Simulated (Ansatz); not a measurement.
**Cl on W(110): change of the work function**

How does Cl on the longbridge site change the work function of W(110) as the layer fills?

Main program and level: Ansatz 0.2.0; plane-wave DFT, PBE, Ansatz PAW.

This is a report of a sequence of runs, with the program logs left out and the cost of each run kept.

### 1. The structure

The cell holds 4 atoms: 4 W. Cell: a = 2.737 Å, b = 2.737 Å, c = 24.703 Å, α = 90.0°, β = 90.0°, γ = 70.5°. Vacuum lies along c.

### 2. The clean slab

The bare slab comes first, as the zero from which every change is counted. The two lowest layers are held at bulk places and the upper ones relax. The dipole correction removes the false field that a one-sided slab makes across the periodic vacuum, so each face gets a flat vacuum level of its own.

File input.yaml:

```yaml
crystal:
  lattice:
    - [2.2344574285, -1.58, 0.0]
    - [2.2344574285, 1.58, 0.0]
    - [0.0, 0.0, 24.7033722856]
  atoms:
    - { symbol: W, position: [0.0, 0.0, 0.3643227287] }
    - { symbol: W, position: [0.5, 0.5, 0.4547742429] }
    - { symbol: W, position: [0.0, 0.0, 0.5452257571] }
    - { symbol: W, position: [0.5, 0.5, 0.6356772713] }
kpoints:
  mp_grid: { grid: [12, 12, 1] }
hamiltonian:
  xc: pbe
scf:
  occupations: { method: fermi_dirac, width: 0.1 }
  convergence: { dr2_threshold: 1.0e-08 }
efield:
  axis: 3
  dipole_correction: true
  ramp_position: 0.97
  ramp_width: 0.06
relax:
  f_tol: 0.02
  max_steps: 60
  constraints: [{ sites: [0, 1] }]
output:
  write_potential: true
  write_density: true
  volumetric_format: npy
```

Started as:

```console
$ ansatz run input.yaml --threads 4 --pin off --max-ram 6144MiB --backend cpu --events-out ev --progress --plain --runs-dir out
```

The job ended after 35 s (4 threads of Arm Neoverse V1, shared host; peak memory 0.56 GiB).

Step by step:

| step | energy less that of the first step (eV) | largest force component (eV/Å) |
| --- | --- | --- |
| 1 | 0.0000 | 0.6535 |
| 2 | 0.0440 | 1.3654 |
| 3 | -0.0126 | 0.0900 |
| 4 | -0.0130 | 0.0113 |

Relaxation step 2 was tried and not accepted.

The run keeps the 4 symmetry operations that the program found, so distortions that break them were not tested.

The atoms that moved most (Å):

```csv
atom,dx,dy,dz,length
W3,0.000,0.000,0.038,0.038
```

Read from the output:

- energy at zero smearing: -41536.4168 eV
- work function, upper face: 4.845 eV
- work function, lower face: 4.899 eV
- dipole along the normal: 0.002118 e·Å
- step between the vacuum levels: -0.05428 eV

Running mean over 2.234 Å of the planar mean; the ramp of the sawtooth is left out. Table of electron's electrostatic potential energy less the Fermi level by z:

| z (Å) | electron's electrostatic potential energy less the Fermi level (eV) |
| --- | --- |
| 3.5 | 4.90 |
| 4.0 | 4.90 |
| 4.5 | 4.90 |
| 5.0 | 4.89 |
| 5.5 | 4.86 |
| 6.0 | 4.75 |
| 6.5 | 4.41 |
| 7.0 | 3.30 |
| 7.5 | -0.135 |
| 8.0 | -5.75 |
| 8.5 | -10.5 |
| 9.0 | -12.2 |
| 9.5 | -12.5 |
| 10.0 | -12.6 |
| 10.5 | -12.7 |
| 11.0 | -12.7 |
| 11.5 | -12.7 |
| 12.0 | -12.5 |
| 12.5 | -12.4 |
| 13.0 | -12.6 |
| 13.5 | -12.8 |
| 14.0 | -13.0 |
| 14.5 | -13.1 |
| 15.0 | -12.9 |
| 15.5 | -12.5 |
| 16.0 | -11.5 |
| 16.5 | -7.95 |
| 17.0 | -2.27 |
| 17.5 | 2.24 |
| 18.0 | 4.06 |
| 18.5 | 4.61 |
| 19.0 | 4.78 |
| 19.5 | 4.82 |
| 20.0 | 4.84 |
| 20.5 | 4.84 |
| 21.0 | 4.84 |
| 21.5 | 4.84 |

The relaxation took 4 steps and lowered the energy by 0.013 eV; the largest force on the free atoms ends at 0.011 eV/Å.

The work function of the upper face is 4.84 eV.

### 3. Adsorbate added, k-mesh 6×6×1, coverage 0.25 ML

System of this step: W16Cl (Cl/W(110)). The cell holds 17 atoms: 16 W and 1 Cl. Its edges and angles: a = 5.473 Å, b = 5.473 Å, c = 26.977 Å, α = 90.0°, β = 90.0°, γ = 70.5°. Vacuum lies along c.

The clean slab as it ended is repeated in the plane and the adsorbate is set on one face; the cell's size fixes the coverage, and the k-mesh shrinks with it to keep the sampling density about even. Adsorbate and upper layers relax, since the dipole depends on the height.

File input.yaml:

```yaml
crystal:
  lattice:
    - [4.468914857, -3.16, 0.0]
    - [4.468914857, 3.16, 0.0]
    - [0.0, 0.0, 26.9765884158]
  atoms:
    - { symbol: W, position: [0.0, 0.0, 0.3336226161] }
    - { symbol: W, position: [0.25, 0.25, 0.4164521197] }
    - { symbol: W, position: [0.0, 0.0, 0.5006857237] }
    - { symbol: W, position: [0.25, 0.25, 0.5819476258] }
    - { symbol: W, position: [0.0, 0.5, 0.3336226161] }
    - { symbol: W, position: [0.25, 0.75, 0.4164521197] }
    - { symbol: W, position: [0.0, 0.5, 0.5006857237] }
    - { symbol: W, position: [0.25, 0.75, 0.5819476258] }
    - { symbol: W, position: [0.5, 0.0, 0.3336226161] }
    - { symbol: W, position: [0.75, 0.25, 0.4164521197] }
    - { symbol: W, position: [0.5, 0.0, 0.5006857237] }
    - { symbol: W, position: [0.75, 0.25, 0.5819476258] }
    - { symbol: W, position: [0.5, 0.5, 0.3336226161] }
    - { symbol: W, position: [0.75, 0.75, 0.4164521197] }
    - { symbol: W, position: [0.5, 0.5, 0.5006857237] }
    - { symbol: W, position: [0.75, 0.75, 0.5819476258] }
    - { symbol: Cl, position: [0.0, 0.0, 0.6663773839] }
kpoints:
  mp_grid: { grid: [6, 6, 1] }
hamiltonian:
  xc: pbe
scf:
  occupations: { method: fermi_dirac, width: 0.1 }
  convergence: { dr2_threshold: 1.0e-08 }
efield:
  axis: 3
  dipole_correction: true
  ramp_position: 0.97
  ramp_width: 0.06
relax:
  f_tol: 0.02
  max_steps: 60
  constraints: [{ sites: [0, 1, 4, 5, 8, 9, 12, 13] }]
output:
  bader: true
  dos: { projected: true, e_range: [-8, 4] }
  write_potential: true
  write_density: true
  volumetric_format: npy
  elf: true
```

It took 5.3 min on 4 threads; peak memory 2.8 GiB.

This run has no spin polarisation although its electron count is odd.

Relaxation path:

```csv
step,energy less that of the first step (eV),largest force component (eV/Å)
1,0.0000,1.1449
2,-0.1702,0.4438
3,-0.1954,0.3659
4,-0.2102,0.0738
5,-0.2106,0.0153
```

The run keeps the 4 symmetry operations that the program found, so distortions that break them were not tested.

The atoms that moved most (Å):

```
atom      dx      dy      dz  length
Cl17   0.000   0.000  -0.315   0.315
  W4   0.040   0.000   0.011   0.042
 W16  -0.040   0.000   0.011   0.042
 W15   0.000   0.000  -0.039   0.039
 W12   0.000   0.026   0.003   0.026
  W8   0.000  -0.026   0.003   0.026
  W7   0.000   0.000   0.015   0.015
 W11   0.000   0.000   0.015   0.015
```

Final coordinates:

```xyz
17
Lattice="4.4689 -3.1600 0.0000 4.4689 3.1600 0.0000 0.0000 0.0000 26.9766" Properties=species:S:1:pos:R:3
W     0.0000    0.0000    9.0000
W     2.2345    0.0000   11.2345
W     0.0000    0.0000   13.4938
W     2.2749    0.0000   15.7101
W     2.2345    1.5800    9.0000
W     4.4689    1.5800   11.2345
W     2.2345    1.5800   13.5221
W     4.4689    1.5537   15.7016
W     2.2345   -1.5800    9.0000
W     4.4689   -1.5800   11.2345
W     2.2345   -1.5800   13.5221
W     4.4689   -1.5537   15.7016
W     4.4689    0.0000    9.0000
W     6.7034    0.0000   11.2345
W     4.4689    0.0000   13.4681
W     6.6629    0.0000   15.7101
Cl    0.0000    0.0000   17.6620
```

Numbers from this step:

| Item | Value |
| --- | --- |
| energy at zero smearing | -167227.4290 eV |
| work function, upper face | 4.341 eV |
| work function, lower face | 4.892 eV |
| dipole along the normal | 0.08599 e·Å |
| step between the vacuum levels | -0.5509 eV |

Running mean over 2.234 Å of the planar mean; the ramp of the sawtooth is left out. Table of electron's electrostatic potential energy less the Fermi level by z:

z (Å), electron's electrostatic potential energy less the Fermi level (eV) and a bar from the least value:
```
      3.5        4.9 ##############################
      4.0        4.9 ##############################
      4.5        4.9 ##############################
      5.0        4.9 ##############################
      5.5        4.8 ##############################
      6.0        4.7 ##############################
      6.5        4.4 #############################
      7.0        3.3 ###########################
      7.5       -0.1 ######################
      8.0       -5.8 ############
      8.5      -10.5 ####
      9.0      -12.2 #
      9.5      -12.5 #
     10.0      -12.6 #
     10.5      -12.7 #
     11.0      -12.7 
     11.5      -12.7 #
     12.0      -12.5 #
     12.5      -12.5 #
     13.0      -12.6 #
     13.5      -12.8 
     14.0      -12.9 
     14.5      -13.0 
     15.0      -12.9 
     15.5      -12.7 #
     16.0      -12.1 #
     16.5       -9.4 ######
     17.0       -4.6 ##############
     17.5       -0.5 #####################
     18.0        1.4 ########################
     18.5        2.5 ##########################
     19.0        3.5 ############################
     19.5        4.2 #############################
     20.0        4.3 #############################
     20.5        4.3 #############################
     21.0        4.3 #############################
     21.5        4.3 #############################
     22.0        4.3 #############################
     22.5        4.3 #############################
     23.0        4.3 #############################
     23.5        4.3 #############################
```

The density of states has structure finer than the step of the table below, so its rows give means over 0.25 eV. Peaks (eV: height): -4.540: 25.7, -3.100: 33.7, -2.890: 29.3, -2.770: 25.1, -2.680: 31.0, -2.620: 34.0, -2.080: 33.5.

The density of states by energy, zero at the Fermi level; means over each step:

| energy (eV) | density of states (states/eV a cell) |
| --- | --- |
| -7.75 | 1.45 |
| -7.50 | 2.46 |
| -7.25 | 2.57 |
| -7.00 | 2.66 |
| -6.75 | 3.69 |
| -6.50 | 5.95 |
| -6.25 | 8.69 |
| -6.00 | 11.0 |
| -5.75 | 10.4 |
| -5.50 | 11.7 |
| -5.25 | 11.5 |
| -5.00 | 12.2 |
| -4.75 | 13.8 |
| -4.50 | 19.8 |
| -4.25 | 13.3 |
| -4.00 | 13.0 |
| -3.75 | 9.00 |
| -3.50 | 10.9 |
| -3.25 | 22.5 |
| -3.00 | 24.5 |
| -2.75 | 22.3 |
| -2.50 | 20.1 |
| -2.25 | 19.3 |
| -2.00 | 23.6 |
| -1.75 | 19.4 |
| -1.50 | 20.3 |
| -1.25 | 15.0 |
| -1.00 | 11.5 |
| -0.75 | 10.4 |
| -0.50 | 12.4 |
| -0.25 | 9.77 |
| 0.00 | 12.2 |
| 0.25 | 11.7 |
| 0.50 | 13.2 |
| 0.75 | 16.4 |
| 1.00 | 17.5 |
| 1.25 | 17.9 |
| 1.50 | 19.9 |
| 1.75 | 19.2 |

Projected DOS per atom over height of the atomic layer and energy from the Fermi level. Layers: W4 W4 W4 W4 Cl from below.

Values in states/eV, 22 rows by 5 columns, each cell a mean:
```
1.02 1.21 1.16 1.24 0.24
1.07 1.02 1.05 1.16 0.21
1.09 0.77 0.79 1.20 0.23
0.94 0.51 0.47 0.82 0.19
0.85 0.42 0.39 0.81 0.17
0.99 0.43 0.44 0.79 0.13
1.15 0.42 0.40 0.91 0.07
1.67 0.78 0.74 1.28 0.11
1.55 1.07 1.11 1.45 0.16
1.21 1.14 1.06 1.19 0.18
1.36 1.50 1.42 1.36 0.20
0.79 1.50 1.61 0.87 0.15
0.56 0.64 0.68 0.59 0.33
0.67 0.77 0.84 0.84 0.62
0.95 1.20 1.16 0.78 0.71
0.43 0.98 0.91 0.45 0.60
0.41 0.82 0.77 0.34 1.23
0.29 0.50 0.58 0.56 3.69
0.16 0.27 0.34 0.40 2.28
0.08 0.15 0.13 0.19 0.83
0.08 0.17 0.15 0.15 0.31
0.04 0.11 0.12 0.07 0.09
```
Columns: height of the atomic layer (Å) from 9 to 17.7 (not evenly spaced); rows upwards: energy from the Fermi level (eV) from -7.96 to 1.84.

ELF in the ca plane at fractional y = 0.000, with atoms of W and Cl within 0.2 Å of it. It is the smooth field of the valence electrons, not physical close to the nuclei.

Ten even steps from '0' (0.00) to '9' (0.89), each cell a mean:
```
64653543443474563444237876998520000000000000
67633533443257632443325899997410000000000000
44334443444334324444323688875210000000000000
43345444445443344444442245542100000000000000
44334443444334323444443211100000000000000000
67633543443257742444454310000000000000000000
64653543443474573444455420000000000000000000
51553544443572373444455421000000000000000000
77743543443367752444455310000000000000000000
55424433444235523444444210000000000000000000
43345444445433334444443222221000000000000000
43335444445433334444432467763100000000000000
55424433444235523444324799986310000000000000
76743543443377752443226888998520000000000000
51553544453561373454337854898520000000000000
```
Columns run along c (16.0 Å, from fractional 0.32 to 0.92 of the cell), rows up along a (5.5 Å). Atoms in or near the plane, at fractional coordinates: W at (0.33, 0.00), W at (0.50, 0.00), W at (0.33, 0.50), W at (0.50, 0.50), Cl at (0.65, 0.00).

Valence density in the ca plane at fractional y = 0.000, with atoms of W and Cl within 0.2 Å of it. It is the smooth field of the valence electrons, not physical close to the nuclei.

Values in e/Å³, 8 rows by 16 columns, each cell a mean:
```
4.0 0.9 0.3 0.3 2.7 2.7 0.3 0.3 1.0 1.3 0.2 0.0 0.0 0.0 0.0 0.0
0.7 0.3 0.4 0.3 0.5 0.5 0.3 0.3 0.3 0.3 0.0 0.0 0.0 0.0 0.0 0.0
1.3 0.4 0.3 0.3 0.8 0.9 0.3 0.3 0.1 0.0 0.0 0.0 0.0 0.0 0.0 0.0
4.6 1.1 0.3 0.3 3.1 3.4 0.4 0.3 0.1 0.0 0.0 0.0 0.0 0.0 0.0 0.0
4.0 0.9 0.3 0.3 2.6 2.8 0.3 0.3 0.1 0.0 0.0 0.0 0.0 0.0 0.0 0.0
0.7 0.3 0.4 0.3 0.5 0.5 0.3 0.3 0.1 0.1 0.0 0.0 0.0 0.0 0.0 0.0
1.3 0.4 0.3 0.3 0.8 0.9 0.3 0.3 0.5 0.6 0.1 0.0 0.0 0.0 0.0 0.0
4.6 1.1 0.3 0.3 3.2 3.3 0.3 0.3 1.1 1.2 0.2 0.0 0.0 0.0 0.0 0.0
```
Columns run along c (16.0 Å, from fractional 0.32 to 0.92 of the cell), rows up along a (5.5 Å). Atoms in or near the plane, at fractional coordinates: W at (0.33, 0.00), W at (0.50, 0.00), W at (0.33, 0.50), W at (0.50, 0.50), Cl at (0.65, 0.00).

Electrostatic potential energy in the ca plane at fractional y = 0.000, with atoms of W and Cl within 0.2 Å of it. With pseudopotentials it is smooth inside the atoms' cores, unlike the true potential.

Ten even steps from '0' (-59 eV) to '9' (9 eV), each cell a mean:
```
00048999998510027999998411379999999999999999
32468998998742358999898754689999999999999999
77789988899877789998899988999999999999999999
88899988899988899998899999999999999999999999
76789988899876789998899999999999999999999999
32368998999742258999999999999999999999999999
00048999998510027999999999999999999999999999
00038999998500016899999999999999999999999999
10258999998620137999999999999999999999999999
55689988899865578998999999999999999999999999
88899988899988889998899999999999999999999999
88899988899988889998899999999999999999999999
54579988899864578998899876899999999999999999
10258999998620147999998632489999999999999999
00038999998400027999998410269999999999999999
```
Columns run along c (16.0 Å, from fractional 0.32 to 0.92 of the cell; values clipped at the 3rd and 97th percentile), rows up along a (5.5 Å). Atoms in or near the plane, at fractional coordinates: W at (0.33, 0.00), W at (0.50, 0.00), W at (0.33, 0.50), W at (0.50, 0.50), Cl at (0.65, 0.00).

The relaxation took 5 steps and lowered the energy by 0.21 eV; the largest force on the free atoms ends at 0.015 eV/Å.

By hand: a sheet of dipoles makes a step −p/(ε₀A) in the electron's potential. With e/ε₀ = 180.95 V·Å, p = 0.08599 e·Å and A = 28.24 Å², that is −180.95 × (0.08599) / 28.24 = -0.551 eV, and the two vacuum levels of the run differ by -0.551 eV.

The covered face has 4.34 eV, -0.50 eV against the clean one; the bare back face has moved by -0.01 eV, a measure of how thin the slab is.

### 4. The covered slab, k-mesh 6×6×1, coverage 0.5 ML

System of this step: W8Cl (Cl/W(110)). The cell holds 18 atoms: 16 W and 2 Cl. Cell: a = 5.473 Å, b = 5.473 Å, c = 26.977 Å, α = 90.0°, β = 90.0°, γ = 70.5°. Vacuum lies along c.

Another coverage, to see how the dipoles act on each other as their distance changes.

input.yaml: that of step 3 with these lines changed.

```diff
@@ -23,2 +23,3 @@
     - { symbol: Cl, position: [0.0, 0.0, 0.6663773839] }
+    - { symbol: Cl, position: [0.5, 0.5, 0.6663773839] }
 kpoints:
@@ -45,2 +46 @@
   volumetric_format: npy
-  elf: true
```

The job ended after 4.3 min (4 threads; peak memory 2.9 GiB).

The steps of the relaxation:

```csv
step,energy less that of the first step (eV),largest force component (eV/Å)
1,0.0000,1.2346
2,-0.3473,0.2064
3,-0.3410,0.2847
4,-0.3678,0.0168
```

Relaxation step 3 was tried and not accepted.

The run keeps the 8 symmetry operations that the program found, so distortions that break them were not tested.

The atoms that moved most (Å):

```
atom     dx     dy      dz  length
Cl18  0.000  0.000  -0.236   0.236
Cl17  0.000  0.000  -0.236   0.236
  W3  0.000  0.000  -0.039   0.039
 W15  0.000  0.000  -0.039   0.039
 W11  0.000  0.000   0.028   0.028
  W7  0.000  0.000   0.028   0.028
  W8  0.000  0.000   0.021   0.021
 W12  0.000  0.000   0.021   0.021
```

The relaxed structure:

```xyz
18
Lattice="4.4689 -3.1600 0.0000 4.4689 3.1600 0.0000 0.0000 0.0000 26.9766" Properties=species:S:1:pos:R:3
W     0.0000    0.0000    9.0000
W     2.2345    0.0000   11.2345
W     0.0000    0.0000   13.4682
W     2.2345    0.0000   15.6874
W     2.2345    1.5800    9.0000
W     4.4689    1.5800   11.2345
W     2.2345    1.5800   13.5350
W     4.4689    1.5800   15.7199
W     2.2345   -1.5800    9.0000
W     4.4689   -1.5800   11.2345
W     2.2345   -1.5800   13.5350
W     4.4689   -1.5800   15.7199
W     4.4689    0.0000    9.0000
W     6.7034    0.0000   11.2345
W     4.4689    0.0000   13.4682
W     6.7034    0.0000   15.6874
Cl    0.0000    0.0000   17.7405
Cl    4.4689    0.0000   17.7405
```

Read from the output:

| Property | Result |
| --- | --- |
| energy at zero smearing | -168308.5364 eV |
| work function, upper face | 4.260 eV |
| work function, lower face | 4.912 eV |
| dipole along the normal | 0.1018 e·Å |
| step between the vacuum levels | -0.6522 eV |

The density of states has structure finer than the step of the table below, so its rows give means over 0.25 eV. Peaks (eV: height): -3.220: 26.5, -3.130: 29.7, -3.010: 30.7, -2.920: 25.7, -2.590: 29.3, -2.020: 27.5, 1.710: 24.9.

Density of states against energy, zero at the Fermi level; means over each step:

| energy (eV) | density of states (states/eV a cell) |
| --- | --- |
| -7.75 | 2.19 |
| -7.50 | 2.51 |
| -7.25 | 3.17 |
| -7.00 | 4.99 |
| -6.75 | 6.86 |
| -6.50 | 5.86 |
| -6.25 | 13.0 |
| -6.00 | 11.3 |
| -5.75 | 11.2 |
| -5.50 | 15.6 |
| -5.25 | 12.8 |
| -5.00 | 12.8 |
| -4.75 | 14.8 |
| -4.50 | 19.7 |
| -4.25 | 14.1 |
| -4.00 | 17.2 |
| -3.75 | 9.61 |
| -3.50 | 14.5 |
| -3.25 | 22.5 |
| -3.00 | 22.5 |
| -2.75 | 20.5 |
| -2.50 | 20.9 |
| -2.25 | 19.7 |
| -2.00 | 22.4 |
| -1.75 | 19.0 |
| -1.50 | 16.8 |
| -1.25 | 13.9 |
| -1.00 | 11.4 |
| -0.75 | 11.4 |
| -0.50 | 10.0 |
| -0.25 | 10.5 |
| 0.00 | 11.4 |
| 0.25 | 13.6 |
| 0.50 | 15.0 |
| 0.75 | 15.6 |
| 1.00 | 16.8 |
| 1.25 | 20.1 |
| 1.50 | 21.0 |

Projected DOS per atom over height of the atomic layer and energy from the Fermi level. Layers: W4 W4 W4 W4 Cl2 from below.

Ten even steps from '_' (0.06 states/eV) to '@' (2.18 states/eV), each cell a mean:
```
==++++**__
======**__
==----++__
==::::==__
--....--__
==....::__
==....--__
##--::--__
##==++++__
++++++++__
++**++++__
--**##==__
::::--::..
::------**
==++==----
..==--..--
..----::**
__::::::@@
____....##
______..**
________..
__________
```
Columns: height of the atomic layer (Å) from 9 to 17.7 (not evenly spaced); rows upwards: energy from the Fermi level (eV) from -7.96 to 1.84.

The relaxation took 4 steps and lowered the energy by 0.37 eV; the largest force on the free atoms ends at 0.017 eV/Å.

The covered face has 4.26 eV, -0.58 eV against the clean one; the bare back face has moved by +0.01 eV, a measure of how thin the slab is.

### 5. The covered slab, k-mesh 12×12×1, coverage 1 ML

System of this step: W4Cl (Cl/W(110)). The cell holds 5 atoms: 4 W and 1 Cl. Its edges and angles: a = 2.737 Å, b = 2.737 Å, c = 26.977 Å, α = 90.0°, β = 90.0°, γ = 70.5°. Vacuum lies along c.

input.yaml, the sections that differ from step 4:

```yaml
crystal:
  lattice:
    - [2.2344574285, -1.58, 0.0]
    - [2.2344574285, 1.58, 0.0]
    - [0.0, 0.0, 26.9765884158]
  atoms:
    - { symbol: W, position: [0.0, 0.0, 0.3336226161] }
    - { symbol: W, position: [0.5, 0.5, 0.4164521197] }
    - { symbol: W, position: [0.0, 0.0, 0.5006857237] }
    - { symbol: W, position: [0.5, 0.5, 0.5819476258] }
    - { symbol: Cl, position: [0.0, 0.0, 0.6663773839] }
kpoints:
  mp_grid: { grid: [12, 12, 1] }
relax:
  f_tol: 0.02
  max_steps: 60
  constraints: [{ sites: [0, 1] }]
output:
  bader: true
  write_potential: true
  write_density: true
  volumetric_format: npy
# hamiltonian, scf, efield: as in step 4
```

The job ended after 51 s (4 threads; peak memory 0.67 GiB; 3.4 min of CPU time).

The steps of the relaxation:

| step | energy less that of the first step (eV) | largest force component (eV/Å) |
| --- | --- | --- |
| 1 | 0.0000 | 1.2612 |
| 2 | -0.1961 | 0.6257 |
| 3 | -0.1996 | 0.3660 |
| 4 | -0.2152 | 0.0157 |

The run keeps the 4 symmetry operations that the program found, so distortions that break them were not tested.

The atoms that moved most (Å):

```csv
atom,dx,dy,dz,length
Cl5,0.000,0.000,-0.252,0.252
W4,0.000,0.000,0.031,0.031
W3,0.000,0.000,-0.018,0.018
```

The relaxed structure:

```xyz
5
Lattice="2.2345 -1.5800 0.0000 2.2345 1.5800 0.0000 0.0000 0.0000 26.9766" Properties=species:S:1:pos:R:3
W     0.0000    0.0000    9.0000
W     2.2345    0.0000   11.2345
W     0.0000    0.0000   13.4886
W     2.2345    0.0000   15.7301
Cl    0.0000    0.0000   17.7246
```

Running mean over 2.234 Å of the planar mean; the ramp of the sawtooth is left out. Electron's electrostatic potential energy less the Fermi level against z:

| z (Å) | electron's electrostatic potential energy less the Fermi level (eV) |
| --- | --- |
| 4 | 4.88 |
| 5 | 4.87 |
| 6 | 4.73 |
| 7 | 3.27 |
| 8 | -5.77 |
| 9 | -12.2 |
| 10 | -12.5 |
| 11 | -12.7 |
| 12 | -12.6 |
| 13 | -12.7 |
| 14 | -12.7 |
| 15 | -12.8 |
| 16 | -13.3 |
| 17 | -10.4 |
| 18 | -5.00 |
| 19 | 0.969 |
| 20 | 4.38 |
| 21 | 4.53 |
| 22 | 4.54 |
| 23 | 4.54 |

The relaxation took 4 steps and lowered the energy by 0.22 eV; the largest force on the free atoms ends at 0.016 eV/Å.

The covered face has 4.54 eV, -0.31 eV against the clean one; the bare back face has moved by -0.02 eV, a measure of how thin the slab is.

[end of part 1 of 2]

[Long decimals in the printed logs are rounded to 6 places.]

[Logs are printed without paths, hosts, clocks, repeated set-up lines and the standing remarks that a program may print on its own settings, such as how far it seeks lower states.]

[Hosts, paths, dates, database ids (printed as entryN), source tags and the programs' standing remarks are cut or masked in the printed files.]

[Maps of the electrostatic potential energy from Ansatz leave out the sawtooth potential of an applied field or a dipole correction, so their vacuum need not be flat; planar profiles and work functions include it.]

[The density of states shown here was stored with 400 of the rows of the run's finer table, so its peaks can read low, often by over a quarter, or be missed, and its means over a window can be off by a tenth or more.]
